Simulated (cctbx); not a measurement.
# Diagnosing a refinement

Cell a = 6.8040 Å, b = 4.2650 Å, c = 7.2110 Å, α = 90.00°, β = 90.00°, γ = 90.00°; space group Pnma (no. 62).

Simulated single-crystal data (cctbx): Cu Kα, λ = 1.54184 Å, to d = 0.8 Å, 95 % of the full sphere, strongest reflection 40000 counts, noise from counting, a 4 % proportional error and a noise floor of 15 counts (s.d.); no absorption.

An anisotropic refinement with weights 1/σ² prints:

```text
Rint 0.037, 244 unique reflections to 0.80 A
cycle     R1     wR2    GooF  max shift (A)
   1  0.0859  0.2488   9.302   0.00604
   2  0.0446  0.1258   4.704   0.00011
final R1 0.0447 wR2 0.1258 GooF 4.703  parameters 18  data/parameter 13.6
atom        x        y        z      Ueq    occ   su(xyz)  su(Uiso or U11)
Yb1    0.99192  0.75000  0.71129   0.0053  1.000  0.00014  0.0007
Ni1    0.18840  0.75000  0.07624   0.0082  1.000  0.00054  0.0017
Zn1    0.79238  0.75000  0.09125   0.0308  1.000  0.00066  0.0019
difference map: max 1.74 min -4.64 rms 0.68
Q1    0.2640  0.1720  0.0517    8    1.80  1.15 A from Zn1
Q2    0.1586  0.6069  0.3920    8    1.51  1.10 A from Zn1
Q3    0.1786  0.7500  0.2966    4    1.47  1.12 A from Zn1
Q4    0.1111  0.2500  0.0278    4    1.45  1.08 A from Zn1
Q5    0.0527  0.2500  0.9486    4    1.44  1.09 A from Zn1
Q6    0.1914  0.2500  0.7577    4    1.34  1.09 A from Zn1
```

**Question.** Can this result stand? If not, what is the likely fault?

Mend it. The fault: wrong element: Zn1 is Ti. Against the right model at the same level, R1 goes from 0.0101 to 0.0447 and GooF from 0.89 to 4.70, U of Zn1 swells from 0.0129 to 0.0308 Å², the top difference peak, 1.8 e/Å³, lies 1.15 Å from Zn1 and a hole of -4.6 e/Å³ opens. Zn1 has 8 electrons too many and its U swells to shed them, as expected.

The compound is YbTiNi. The right model at the same level gives:

```text
Rint 0.037, 244 unique reflections to 0.80 A
cycle     R1     wR2    GooF  max shift (A)
   1  0.0115  0.0272   1.018   0.00090
   2  0.0101  0.0238   0.891   0.00000
final R1 0.0101 wR2 0.0238 GooF 0.891  parameters 18  data/parameter 13.6
atom        x        y        z      Ueq    occ   su(xyz)  su(Uiso or U11)
Yb1    0.99195  0.75000  0.71123   0.0057  1.000  0.00003  0.0001
Ni1    0.18837  0.75000  0.07530   0.0093  1.000  0.00010  0.0003
Ti1    0.79233  0.75000  0.09179   0.0129  1.000  0.00012  0.0003
difference map: max 0.62 min -0.97 rms 0.18
Q1    0.1950  0.7500  0.2332    4    0.64  1.14 A from Ni1
Q2    0.0241  0.7500  0.9077    4    0.62  1.43 A from Yb1
Q3    0.1797  0.6235  0.3639    8    0.60  0.99 A from Ti1
Q4    0.1129  0.2500  0.6246    4    0.50  1.40 A from Ni1
Q5    0.0913  0.2500  0.8992    4    0.47  0.79 A from Ti1
Q6    0.0314  0.0763  0.0217    8    0.42  1.63 A from Ti1
```

This is a model crystal, built by substitution and not relaxed, with assumed displacement parameters.

[Middle refinement cycles are left out of these outputs.]

[Logs are printed without paths, hosts, clocks, repeated set-up lines and the standing remarks that a program may print on its own settings, such as how far it seeks lower states.]
